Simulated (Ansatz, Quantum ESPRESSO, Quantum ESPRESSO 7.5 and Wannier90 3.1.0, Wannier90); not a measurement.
# straight Ta chain, spacing 2.23 Å: Wannier functions and conductance

Aim: a Wannier model and the conductance steps that follow from it, for this wire: straight Ta chain, spacing 2.23 Å.

Program: Quantum ESPRESSO 7.5 and Wannier90 3.1.0. Level of theory: plane-wave DFT, PBE, GBRV ultrasoft pseudopotentials (cross-check by Ansatz 0.2.0 with PAW datasets). Results are calculated unless marked as measured.

Report form: the programs' logs are mostly left out.

### Step 1. The starting structure

The cell holds 1 atom: 1 Ta. Cell: a = 8.000 Å, b = 8.000 Å, c = 2.232 Å, α = 90.0°, β = 90.0°, γ = 90.0°. Vacuum lies along a and b. The structure's axis is c.

### Step 2. SCF with pw.x

Contents of scf.in:

```
&control
  prefix = 'scf'
  outdir = './out'
  pseudo_dir = './pseudo'
  calculation = 'scf'
  tprnfor = .true.
/
&system
  ibrav = 0
  nat = 1
  ntyp = 1
  ecutwfc = 34
  ecutrho = 170
  occupations = 'smearing'
  smearing = 'mv'
  degauss = 0.005
/
&electrons
  conv_thr = 1e-07
  mixing_beta = 0.4
  electron_maxstep = 120
  mixing_mode = 'local-TF'
/
ATOMIC_SPECIES
  Ta  180.9479  ta_pbe_v1.uspp.F.UPF
CELL_PARAMETERS angstrom
  8.00000000000000 0.00000000000000 0.00000000000000
  0.00000000000000 8.00000000000000 0.00000000000000
  0.00000000000000 0.00000000000000 2.23200000000000
ATOMIC_POSITIONS crystal
  Ta  0.000000000000 0.000000000000 0.000000000000
K_POINTS automatic
  1 1 32 0 0 0
```

The run is started by

```bash
$ OMP_NUM_THREADS=1 mpirun -n 4 pw.x -nk 2 -in scf.in > scf.out
```

Wall time 4.5 s (4 MPI ranks of Arm Neoverse V2, shared host); peak memory 0.24 GiB.

Read from the output:

```
free energy  : -1924.8991 eV
Fermi energy : -1.194 eV
```

The run needed 11 iterations to bring the estimated error under 1e-07 Ry.

### Step 3. Full uniform mesh without symmetry

Wannier90 needs the states on a whole uniform mesh, listed point by point, without symmetry.

Contents of nscf.in:

```
&control
  prefix = 'nscf'
  outdir = './out'
  pseudo_dir = './pseudo'
  calculation = 'nscf'
/
&system
  ibrav = 0
  nat = 1
  ntyp = 1
  ecutwfc = 34
  ecutrho = 170
  occupations = 'smearing'
  smearing = 'mv'
  degauss = 0.005
  nosym = .true.
  noinv = .true.
  nbnd = 35
/
&electrons
  conv_thr = 1e-08
  mixing_beta = 0.4
  electron_maxstep = 120
  mixing_mode = 'local-TF'
  diago_full_acc = .true.
/
ATOMIC_SPECIES
  Ta  180.9479  ta_pbe_v1.uspp.F.UPF
CELL_PARAMETERS angstrom
  8.00000000000000 0.00000000000000 0.00000000000000
  0.00000000000000 8.00000000000000 0.00000000000000
  0.00000000000000 0.00000000000000 2.23200000000000
ATOMIC_POSITIONS crystal
  Ta  0.000000000000 0.000000000000 0.000000000000
K_POINTS crystal
16
  0.0000000000 0.0000000000 0.0000000000 0.0625
  0.0000000000 0.0000000000 0.0625000000 0.0625
  0.0000000000 0.0000000000 0.1250000000 0.0625
  0.0000000000 0.0000000000 0.1875000000 0.0625
  0.0000000000 0.0000000000 0.2500000000 0.0625
  0.0000000000 0.0000000000 0.3125000000 0.0625
  0.0000000000 0.0000000000 0.3750000000 0.0625
  0.0000000000 0.0000000000 0.4375000000 0.0625
  0.0000000000 0.0000000000 0.5000000000 0.0625
  0.0000000000 0.0000000000 0.5625000000 0.0625
  0.0000000000 0.0000000000 0.6250000000 0.0625
  0.0000000000 0.0000000000 0.6875000000 0.0625
  0.0000000000 0.0000000000 0.7500000000 0.0625
  0.0000000000 0.0000000000 0.8125000000 0.0625
  0.0000000000 0.0000000000 0.8750000000 0.0625
  0.0000000000 0.0000000000 0.9375000000 0.0625
```

The run is started by

```bash
$ cp -r out/scf.save out/nscf.save
$ cp out/scf.xml out/nscf.xml
$ OMP_NUM_THREADS=1 mpirun -n 4 pw.x -nk 1 -in nscf.in > nscf.out
```

Run time: 5.2 s. Hardware: 4 MPI ranks; peak memory 0.19 GiB.

The program's own clock; routines nest. Time by routine:

| routine | wall time (s) | calls |
| --- | --- | --- |
| PWSCF | 4.73 | 1 |
| electrons | 4.5 | 1 |
| c_bands | 4.5 | 1 |
| cegterg | 4.32 | 37 |
| h_psi | 2.55 | 635 |
| vloc_psi | 2.36 | 635 |
| fftw | 2.18 | 21052 |
| cdiaghg | 0.65 | 598 |
| init_run | 0.11 | 1 |
| h_psi:calbec | 0.1 | 635 |
| calbec | 0.09 | 635 |
| s_psi | 0.08 | 635 |
| add_vuspsi | 0.08 | 635 |
| newd | 0.05 | 1 |

### Step 4. Neighbour list from wannier90 -pp, with dis_win_max − E_F = 9.0

A first try, with customary settings: the .win file sets projections and windows, and states in the frozen window are kept exactly.

Contents of wan_try.win:

```
num_wann = 9
num_bands = 35
num_iter = 200
num_print_cycles = 20
conv_tol = 1e-8
conv_window = 5
guiding_centres = true
dis_num_iter = 1500
dis_conv_tol = 1e-8
dis_win_min = -12.1940
dis_win_max = 7.8060
dis_froz_max = 0.3060
search_shells = 120
fermi_energy = -1.1940

transport = true
transport_mode = bulk
one_dim_axis = z
dist_cutoff = 17.76
dist_cutoff_mode = one_dim
tran_win_min = -4.0
tran_win_max = 2.0
tran_energy_step = 0.02

bands_plot = true
bands_num_points = 96
begin kpoint_path
G 0.0 0.0 0.0 Z 0.0 0.0 0.5
end kpoint_path

begin projections
Ta:s;p;d
end projections

begin unit_cell_cart
ang
  8.0000000000 0.0000000000 0.0000000000
  0.0000000000 8.0000000000 0.0000000000
  0.0000000000 0.0000000000 2.2320000000
end unit_cell_cart

begin atoms_frac
  Ta 0.0000000000 0.0000000000 0.0000000000
end atoms_frac

mp_grid = 1 1 16
begin kpoints
  0.0 0.0 0.0000000000
  0.0 0.0 0.0625000000
  0.0 0.0 0.1250000000
  0.0 0.0 0.1875000000
  0.0 0.0 0.2500000000
  0.0 0.0 0.3125000000
  0.0 0.0 0.3750000000
  0.0 0.0 0.4375000000
  0.0 0.0 0.5000000000
  0.0 0.0 0.5625000000
  0.0 0.0 0.6250000000
  0.0 0.0 0.6875000000
  0.0 0.0 0.7500000000
  0.0 0.0 0.8125000000
  0.0 0.0 0.8750000000
  0.0 0.0 0.9375000000
end kpoints
```

The run is started by

```bash
$ OMP_NUM_THREADS=1 wannier90.x -pp wan_try > wan_try.pp.log
```

Run time: 0.46 s. Hardware: 1 MPI rank; peak memory 0.09 GiB.

### Step 5. Overlaps and projections

The follow-up step for that run.

Contents of wan_try.p2w.in:

```
&inputpp
  prefix = 'nscf'
  outdir = './out'
  seedname = 'wan_try'
  write_mmn = .true.
  write_amn = .true.
  write_unk = .false.
/
```

The run is started by

```bash
$ OMP_NUM_THREADS=1 mpirun -n 4 pw2wannier90.x -in wan_try.p2w.in > wan_try.p2w.out
```

It took 2.6 s on 4 MPI ranks; peak memory 0.18 GiB; 10 s of CPU time.

### Step 6. Wannier functions and transport, with dis_win_max − E_F = 9.0

wan_try.win is that of step 4.

The run is started by

```bash
$ OMP_NUM_THREADS=1 wannier90.x wan_try > wan_try.run.log
```

Run time: 0.52 s. Hardware: 1 MPI rank; peak memory 0.09 GiB.

The program refused the input before any cycle.

The fault put into the input: an outer window with fewer states than Wannier functions at some k (dis_win_max − E_F = 9.0).

The outer window must hold at least num_wann states at every k: widen it, with enough bands computed to fill it.

### Step 7. Neighbour list from wannier90 -pp

The cure tried: a wider outer window, at both ends where needed.

The .win file sets projections and windows: states in the frozen window are kept exactly, the outer window gives room to disentangle.

wan.win, as its differences from the input of step 6:

```diff
@@ -10,3 +10,3 @@
 dis_win_min = -12.1940
-dis_win_max = 7.8060
+dis_win_max = 18.8060
 dis_froz_max = 0.3060
```

The run is started by

```bash
$ OMP_NUM_THREADS=1 wannier90.x -pp wan > wan.pp.log
```

It took 0.46 s on 1 MPI rank; peak memory 0.09 GiB.

### Step 8. Overlaps and projections

pw2wannier90.x computes the overlaps between neighbouring k-points and the projections.

wan.p2w.in, as its differences from the input of step 5:

```diff
@@ -3,3 +3,3 @@
   outdir = './out'
-  seedname = 'wan_try'
+  seedname = 'wan'
   write_mmn = .true.
```

The run is started by

```bash
$ OMP_NUM_THREADS=1 mpirun -n 4 pw2wannier90.x -in wan.p2w.in > wan.p2w.out
```

Elapsed: 2.6 s, on 4 MPI ranks; peak memory 0.18 GiB; 10 s of CPU time.

### Step 9. Localisation, bands and conductance

After disentangling and localising, transport_mode = bulk builds principal layers from hoppings within dist_cutoff and counts open channels.

wan.win is that of step 7.

The run is started by

```bash
$ OMP_NUM_THREADS=1 wannier90.x wan > wan.run.log
```

Wall time 12 s (1 MPI rank); peak memory 0.09 GiB.

This step gave:

| Quantity | Value |
| --- | --- |
| lead channels at the Fermi level, one spin | 6.000 |
| total spread | 14.34 Å² |
| gauge-invariant spread | 11.68 Å² |
| largest misfit to plane-wave levels between mesh points, inside the frozen window | 0.02653 eV |

Per spin. Table of quantum conductance of the perfect wire, open channels by energy, zero at the Fermi level:

```
energy (eV)  quantum conductance of the perfect wire, open channels
    -4.0000                                                       1
    -3.7600                                                       1
    -3.5000                                                       1
    -3.2600                                                       1
    -3.0000                                                    1.00
    -2.7600                                                       3
    -2.5000                                                       3
    -2.2600                                                       3
    -2.0000                                                       4
    -1.7600                                                       4
    -1.5000                                                       4
    -1.2600                                                       4
    -1.0200                                                       4
    -0.7600                                                       4
    -0.5000                                                       4
    -0.2600                                                    6.00
     0.0000                                                       6
     0.2400                                                       6
     0.5000                                                       6
     0.7400                                                       6
     1.0000                                                       6
     1.2400                                                       6
     1.5000                                                       6
     1.7400                                                       6
     2.0000                                                       6
```

Wannier functions:

```
no.      x (Å)     y (Å)     z (Å)  spread (Å²)
  1   -0.03417   5.77e-4    -1.116        1.904
  2      -3.63       0.2     4.464         2.13
  3      1.153   0.01329   7.10e-5        1.607
  4   -0.03371    -1.138   1.00e-6        1.576
  5    -0.9645   0.08034  -7.00e-5        1.568
  6    0.01373  -2.12e-4   1.02e-4        1.251
  7   -3.10e-5  -6.99e-4   2.00e-6        1.256
  8    0.02558     1.124   1.00e-6        1.574
  9  -0.002583  -0.08625  -1.10e-4        1.472
```

Electronic bands along the path, in eV, zero at the Fermi level; # counts the bands kept:

```
  point     #1     #2     #3     #4    #5    #6
      Γ  -4.22  -2.17  -0.37  -0.34  2.13  2.24
halfway  -0.74  -0.08  -0.08   0.96  0.99  3.09
      Z  -2.98  -2.98   2.91   2.91  3.15  6.58
```

Bands and channels are those of the Wannier model: bands that were not projected, and all outside the frozen window, are missing or only approximate.

Disentanglement stopped at its cap on iterations, so these spreads are not final.

At least 1 of the functions sits far from every atom, off the bonds: the outer window has let in states of the vacuum, so the basis is not the atomic one that was projected.

### Step 10. Neighbour list from wannier90 -pp, with dis_num_iter = 10

A sensitivity test on the input.

wan_w.win, as its differences from the input of step 9:

```diff
@@ -7,3 +7,3 @@
 guiding_centres = true
-dis_num_iter = 1500
+dis_num_iter = 10
 dis_conv_tol = 1e-8
```

The run is started by

```bash
$ OMP_NUM_THREADS=1 wannier90.x -pp wan_w > wan_w.pp.log
```

Wall time 0.46 s (1 MPI rank); peak memory 0.09 GiB.

### Step 11. Overlaps and projections

The same post-processing, on the changed run.

Contents of wan_w.p2w.in:

```
&inputpp
  prefix = 'nscf'
  outdir = './out'
  seedname = 'wan_w'
  write_mmn = .true.
  write_amn = .true.
  write_unk = .false.
/
```

The run is started by

```bash
$ OMP_NUM_THREADS=1 mpirun -n 4 pw2wannier90.x -in wan_w.p2w.in > wan_w.p2w.out
```

Wall time 2.6 s (4 MPI ranks); peak memory 0.18 GiB; 10 s of CPU time.

### Step 12. Wannier functions and transport, with dis_num_iter = 10

How much does a setting matter? One run is repeated with a change.

wan_w.win, as its differences from the input of step 9:

```diff
@@ -7,3 +7,3 @@
 guiding_centres = true
-dis_num_iter = 1500
+dis_num_iter = 10
 dis_conv_tol = 1e-8
```

The run is started by

```bash
$ OMP_NUM_THREADS=1 wannier90.x wan_w > wan_w.run.log
```

Run time: 7.5 s. Hardware: 1 MPI rank; peak memory 0.09 GiB.

The changed values were drawn from a wide range, not chosen for quality; the comparison shows what they did here together.

The total spread is 17.6 against 14.3 Å². Between −2 and 1.5 eV the channel count differs from the first run's at 1 % of the energies, and at the Fermi level it is 6 against 6.

### Step 13. The same in Ansatz

As a check, the same structure is run in Ansatz.

Level of this step: plane-wave DFT, PBE, Ansatz PAW (Ansatz 0.2.0).

System of this step: straight Ta chain, spacing 2.23 Å, 2 periods. The cell holds 2 atoms: 2 Ta. Its edges and angles: a = 8.000 Å, b = 8.000 Å, c = 4.464 Å, α = 90.0°, β = 90.0°, γ = 90.0°. Vacuum lies along a and b. The structure's axis is c.

Contents of input.yaml:

```yaml
crystal:
  lattice:
    - [8.0, 0.0, 0.0]
    - [0.0, 8.0, 0.0]
    - [0.0, 0.0, 4.464]
  atoms:
    - { symbol: Ta, position: [0.0, 0.0, 0.0] }
    - { symbol: Ta, position: [0.0, 0.0, 0.5] }
kpoints:
  mp_grid: { grid: [1, 1, 16] }
hamiltonian:
  xc: pbe
scf:
  occupations: { method: fermi_dirac, width: 0.05 }
  convergence: { dr2_threshold: 1.0e-08 }
output:
  transmission:
    leads: [[0, 0]]
    e_range: [-4.0, 2.0]
    de: 0.05
    kmesh: [1, 1]
    reduced_basis: true
```

The run is started by

```bash
$ ansatz run input.yaml --threads 4 --pin off --max-ram 12288MiB --backend cpu --events-out ev --progress --plain --runs-dir out
```

Elapsed: 16 s, on 4 threads; peak memory 0.57 GiB.

This step gave:

```
free energy                                : -19853.7365 eV
energy at zero smearing                    : -19853.7195 eV
smearing term TS                           : 0.03399 eV
Fermi energy                               : -1.173 eV
symmetry operations                        : 32
lead channels at the Fermi level, one spin : 6
```

Per spin. Table of open channels by energy, zero at the Fermi level:

```csv
energy (eV),open channels
-4.0000,1
-3.7500,1
-3.5000,1
-3.2500,1
-3.0000,3
-2.7500,3
-2.5000,3
-2.2500,3
-2.0000,4
-1.7500,4
-1.5000,4
-1.2500,4
-1.0000,4
-0.7500,4
-0.5000,4
-0.2500,6
0.0000,6
0.2500,6
0.5000,6
0.7500,6
1.0000,6
1.2500,6
1.5000,6
1.7500,4
2.0000,4
```

### Step 14. Worked from the printed numbers

6 channels × 77.48 µS = 465 µS, a two-terminal resistance of 12.906/6 = 2.15 kΩ whatever the wire's length, as long as nothing scatters.

### Step 15. Outcome

```yaml
open_channels_at_the_fermi_level_per_spin: 6
total_spread: 14.3 Å²
gauge_invariant_spread: 11.7 Å²
largest_band_misfit_in_the_frozen_window: 0.0265 eV
channels_at_the_fermi_level_by_ansatz: 6
```

In words: The wire offers 6 channels per spin at the Fermi level. Between -4 and 1.5 eV the channel count from Wannier functions equals that from Ansatz's layer matching at 98 % of the energies; outside the frozen window the Wannier bands are not held to the plane-wave ones. Each plane-wave level in the frozen window has a Wannier level within 0.03 eV; this test doesn't see extra bands that a model may add. Disentanglement stopped at its cap on iterations, so the spreads are not final; the frozen states are kept all the same. At least one function lies in the vacuum, so the spreads don't describe atomic orbitals, though the frozen bands are still reproduced. The wire is perfect, so the conductance only counts bands: each channel, with its partner of the other spin, carries G₀ = 2e²/h. It was run without spin polarisation, which was not tested. Spin-orbit coupling is left out; depending on the atoms that carry the levels of interest, it can split and shift them by tenths of an eV to an eV or more.

[Logs are printed without paths, hosts, clocks, repeated set-up lines and the standing remarks that a program may print on its own settings, such as how far it seeks lower states.]

[Hosts, paths, dates, database ids (printed as entryN), source tags and the programs' standing remarks are cut or masked in the printed files.]

[Maps of the electrostatic potential energy from Ansatz leave out the sawtooth potential of an applied field or a dipole correction, so their vacuum need not be flat; planar profiles and work functions include it.]
